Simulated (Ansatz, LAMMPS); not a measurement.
# Structural relaxation of ionic liquid triethylsulfonium TFSI- with water, from a frame at 300 K (120 atoms), part 4 of 4

Aim: bring ionic liquid triethylsulfonium TFSI- with water, from a frame at 300 K (120 atoms) to a nearby minimum of the energy and see what moves.

Ansatz 0.2.0; Kohn-Sham DFT, PBE+D3(BJ), PAW (set soft_2), plane waves.

The cell: 24 C, 9 S, 51 H, 3 N, 15 O and 18 F. The network of contacts between molecules at the start is that of the classical potential that made the cell. The density was typed from a rule of thumb and may lie off the real one at this temperature. The Brillouin zone is sampled at Γ only, in a cell whose shortest periodic width is 11 Å.

So far, density (g/cm³): step 5 (distances and neighbours after relaxation) 1.54.

## (6) Single point at the relaxed geometry (continued)

The surroundings of S68, picked at random, nearest first, numbered as they follow in the input and with coordinates relative to it.

| atom | x | y | z | distance (Å) | bonds | Löwdin charge (e) |
| --- | --- | --- | --- | --- | --- | --- |
| S68 | 0.00 | 0.00 | 0.00 | 0.00 | 4 | 2.19 |
| O69 | 0.12 | 1.27 | 0.69 | 1.45 | 1 | -0.73 |
| O70 | -1.24 | -0.76 | 0.12 | 1.46 | 1 | -0.74 |
| N67 | 1.34 | -0.82 | 0.21 | 1.59 | 2 | -0.90 |
| C71 | 0.08 | 0.44 | -1.82 | 1.87 | 4 | 0.66 |
| F72 | -0.14 | -0.68 | -2.55 | 2.64 | 1 | -0.21 |
| F73 | 1.27 | 0.95 | -2.12 | 2.65 | 1 | -0.19 |
| F74 | -0.89 | 1.34 | -2.12 | 2.66 | 1 | -0.22 |
| S75 | 1.54 | -2.34 | -0.21 | 2.81 | 4 | 2.16 |
| F109 | -0.04 | -1.07 | 2.95 | 3.14 | 1 | -0.21 |
| H35 | -3.07 | 0.43 | 0.74 | 3.19 | 1 | 0.24 |
| O76 | 0.47 | -3.25 | 0.14 | 3.29 | 1 | -0.73 |
| H41 | -2.82 | -0.32 | -1.72 | 3.32 | 1 | 0.22 |

The column of bonds counts only the pairs H-C within 1.34 Å, H-O within 1.21 Å, C-C within 1.85 Å, C-F within 1.62 Å, C-S within 2.21 Å, O-S within 1.88 Å, S-N within 2.02 Å; other neighbours, such as metal atoms beside each other in a compound, aren't counted, and periodic images can show an atom twice.

## (7) A run with a doubtful setting

The input is spoilt on purpose; the run shows how that looks.

This step: Kohn-Sham DFT, PBE+D3(BJ), PAW (set soft_2), localised support functions (low), truncated density matrix (Ansatz 0.2.0).

Contents of input.yaml:

```yaml
crystal:
  lattice:
    - [11.06223, 0.0, 0.0]
    - [0.0, 11.06223, 0.0]
    - [0.0, 0.0, 11.06223]
  atoms:
    [... the 120 atom lines of step 3 ...]
kpoints:
  mp_grid: { grid: [1, 1, 1] }
hamiltonian:
  xc: pbe
  dispersion: d3bj
scf:
  occupations: { method: fermi_dirac, width: 0.05 }
  eigensolver:
    kind:
      support_functions: { accuracy: low, density_matrix: { truncated: {} } }
  max_iter: 60
output:
  forces: true
  eigenvalues: true
  populations: true
```

Run with:

```
> ansatz run input.yaml --threads 4 --pin off --max-ram 8192MiB --backend cpu --events-out ev --progress --plain --runs-dir out
```

Numbers of over 12 decimals in the logs are rounded to 6 here.

Output:

```text
Error: 2 input errors — fix all and re-run
  1. scf.eigensolver.kind.support_functions.density_matrix.truncated with output.eigenvalues: true / output.band_residual_tolerance — output.eigenvalues: true solves for levels over bands that are not computed with a truncated density matrix; leave output.eigenvalues out, or use density_matrix: full
  2. scf.eigensolver.kind.support_functions.density_matrix.truncated with output.populations / output.dos.projected / output.hubbard — populations and occupation matrices are of bands that are not computed with a truncated density matrix; use density_matrix: full
```

Elapsed: 0.03 s, on 4 threads of Arm Neoverse V2, shared host; peak memory 0.032 GiB; 0.03 s of CPU time.

The program refused the input before any cycle.

The program's message: “Error: 2 input errors — fix all and re-run”

The fault in the input: levels asked of a truncated density matrix (support_functions.accuracy = "low" and support_functions.density_matrix.truncated = {}). The fix is to ask for no levels or populations, or keep the full density matrix.

## (8) With scf.lower_state_search = "light"

Changed here: scf.lower_state_search = "light".

This step: Kohn-Sham DFT, PBE+D3(BJ), PAW (set soft_2), plane waves (Ansatz 0.2.0).

input.yaml, the sections that differ from step 7:

```yaml
scf:
  occupations: { method: fermi_dirac, width: 0.05 }
  lower_state_search: light
output:
  forces: true
  stress: true
  populations: true
  dos:
    method: { smearing: { sigma: 0.15 } }
    de: 0.1
    projected: { site_lists: { C: [C], F: [F], H: [H], "N": ["N"], O: [O] } }
  eigenvalues: true
# crystal, kpoints, hamiltonian: as in step 7
```

Output:

```text
[...]
Crystal: 120 atoms, lattice volume = 1353.718 Å³
Basis set: ecut = 420 eV, 26529 PW (Γ), exchange–correlation on 150×150×150 points (8 copies of the dense FFT grid, shifted against one another)
Bands: 336, of which v1, the nominal top of the filled ones, is band 216 counted from 1 (215 counted from 0)
Symmetry: 1 space group operations
[...]
k-points: 1
[...]
SCF iter   1: F=—  HF=-39151.189718 eV  |F-HF|=—  |Δ(HF+E_count)|=         —  Δρ=6.11e-3  dr2=7.26e-1  ethr=1.77e-3  ⟨swp⟩=6.0  Hψ=1586  notcnv=0  defer=38
[...]
SCF iter  10: F=—  HF=-39150.965078 eV  |F-HF|=—  |Δ(HF+E_count)|=   1.93e-7  Δρ=3.55e-6  dr2=1.55e-7  ethr=1.53e-10  ⟨swp⟩=2.0  Hψ=423  notcnv=0  defer=114
SCF iter  11: F=-39150.965078 eV  HF=-39150.965078 eV  |F-HF|=6.55e-10  |Δ(HF+E_count)|=   1.91e-9  Δρ=1.09e-6  dr2=1.58e-8  ethr=2.31e-11  ⟨swp⟩=14.0  Hψ=1971  notcnv=0
SCF 1 converged in 11 iterations: F = -39150.965078 eV  dr2 = 1.58e-8
[...]
SCF converged after 11 iterations
Free energy (F): -39150.965078 eV
[...]
Internal energy: -39150.965078 eV  (E = F + TS)
E sigma→0 (E₀):  -39150.965078 eV
Fermi energy:    2.261112 eV
[...]
Σ components = -39150.965078   (vs F -39150.965078, Δ=0.00e0)
--- Forces (eV/Å), atoms counted from 1 ---
  atom   1  C     -0.18421036    -0.52592127    -1.63563840
  atom   2  C     -0.36285423    -1.93972180     0.00451648
  atom   3  S     -0.90139142     1.22074673     3.12320374
  atom   4  C     -0.39570532    -0.60773234    -0.54404282
[...]
atom 120  H      0.40426719     0.24447419     0.84020079
  max |Σ_I F_I| component: 1.31e-4 eV/Å
--- Stress (GPa, compression-positive) ---
        2.221690       1.164315      -0.007762
        1.164315       2.771866       1.226826
       -0.007761       1.226826       1.363669
  P = ⅓ Tr σ = 2.1191 GPa (21.191 kbar)
--- Band table (eV) ---
[...]
--- Löwdin populations: 120 sites ---
  site symbol       q [e]
     0      C      4.4623
     1      C      4.3436
     2      S      5.2205
[...]
119      H      0.6086
  spilling = 0.015295 (of n_electrons = 432.000000)
```

Run time: 15 s. Hardware: 4 threads; peak memory 1.6 GiB.

Geometry and reference: those of the single point at the start.

Forces differ from those of the single point at the start by 0 meV/Å r.m.s., 0 % of their size. It took 1.0 times the reference's time (shared host, so rough). The change had no effect here: energy, forces and cycles are those of the reference.

## (9) Results

* energy change in the relaxation: -69.86 meV/atom
* r.m.s. displacement: 0.915 Å
* largest displacement: 1.981 Å
* free energy per atom: -326.3279 eV/atom
* pressure: 0.08864 GPa
* r.m.s. force component: 0.0028 eV/Å
* gap (highest filled to lowest empty level): 4.731 eV
* wall time of the 4 DFT runs: 8 min

In words: Relaxation lowers the energy by 69.9 meV/atom and moves atoms by 0.92 Å r.m.s.; the r.m.s. force component goes from 1.0 to 0.0028 eV/Å, the pressure goes from 2.1 to 0.089 GPa, and the gap from 3.00 to 4.73 eV. By the final cutoffs no bond was broken or made. From the first step to the last the energy fell by 8.383 eV, and the largest move was 1.98 Å (F88). The S-N bonds go from 1.563 Å (spread 0.022) to 1.591 Å (spread 0.010). Counting bonds as in the table, all C atoms have 4, all F atoms have 1, all H atoms have 1 and all N atoms have 2 bonded neighbours. Between filled and empty levels lie 4.73 eV (at Γ alone); a semilocal functional tends to put such gaps too low. In a disordered cell it changes from sample to sample and from frame to frame.

**Limits.** The network of contacts between molecules at the start is that of the classical potential that made the cell; in DFT atoms moved by 0.92 Å r.m.s.

[Logs are printed without paths, hosts, clocks, repeated set-up lines and the standing remarks that a program may print on its own settings, such as how far it seeks lower states.]

[Hosts, paths, dates, database ids (printed as entryN), source tags and the programs' standing remarks are cut or masked in the printed files.]
